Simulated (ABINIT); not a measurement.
# Calculated records

### BN (Qingsongite): one start, several treatments of the self-energy

The structure is cubic, space group F-43m (No. 216). The conventional cell has a = 3.615 Å, b = 3.615 Å, c = 3.615 Å, α = 90.00°, β = 90.00°, γ = 90.00°. Nearest to B lie 4 N at 1.57 Å. N has 4 B at 1.57 Å nearest. Farther neighbours, and contacts between anions beyond the nearest, are not listed.

```
B N
1.0
     0.00000    1.80750    1.80750
     1.80750    0.00000    1.80750
     1.80750    1.80750    0.00000
B N
1 1
Direct
  0.00000 0.00000 0.00000
  0.25000 0.25000 0.25000
```

* method: RPA screening on PBE, plane waves, norm-conserving pseudopotentials (and 3 further levels or steps)
* program: ABINIT 10.8.3
* settings: cutoff 36 Ha, PseudoDojo scalar-relativistic 0.4.1 standard, norm-conserving, potential set dojo-sr-pbe-0.4.1-standard, ngkpt (8, 8, 8), nband 53, ecuteps 8.4 Ha, gwcalctyp 1, nfreqim 16, inclvkb 2, shiftk (0, 0, 0), symchi 1, awtr 1, frequency ac, 8×8×8 k-mesh
* notes: The program’s warnings: nkpt*nsppol () is not a multiple of nproc spkpt (). The cell and positions come from the Crystallography Open Database and are kept as given unless a step says otherwise.
* G0W0, Godby-Needs plasmon pole: 5.960 eV
* G0W0, Hybertsen-Louie plasmon pole: 6.067 eV
* G0W0, von der Linden-Horsch plasmon pole: 5.956 eV
* G0W0, Engel-Farid plasmon pole: 6.077 eV
* one-shot Hartree-Fock: 13.271 eV
* G0W0, contour deformation: 6.033 eV
* G0W0, analytic continuation: 6.025 eV
* known limits: short of the basis limit

G0W0, Hybertsen-Louie plasmon pole: +0.107 eV against G0W0, Godby-Needs plasmon pole. G0W0, von der Linden-Horsch plasmon pole: −0.004 eV against G0W0, Godby-Needs plasmon pole.

[Long decimals in the printed logs are rounded to 6 places.]

[Logs are printed without paths, hosts, clocks, repeated set-up lines and the standing remarks that a program may print on its own settings, such as how far it seeks lower states.]

[Paths, hosts, dates, memory and timing lines, banners, echoed tables and standing remarks are left out of the program output; an Ansatz launch command may be rebuilt from the run's recorded settings. Measured values are a selection of at most five: reports struck by readers or far from the other reports are left out. None is set beside runs whose start may be inverted or whose files or cutoffs have a known fault.]

[Runs of the session that timed out or met a known fault of the program may be left out.]

[Hosts, paths, dates, database ids (printed as entryN), source tags and the programs' standing remarks are cut or masked in the printed files.]

[G0W0 gaps are taken among the corrected bands and points alone; a level outside them can change the order at an edge.]

[Where Ansatz stands beside ABINIT at settings called matched, ABINIT's density can come from a denser mesh and the files from another edition; pairs whose starting gaps differed by over 0.03 eV were left out, so agreement reads better than it is.]
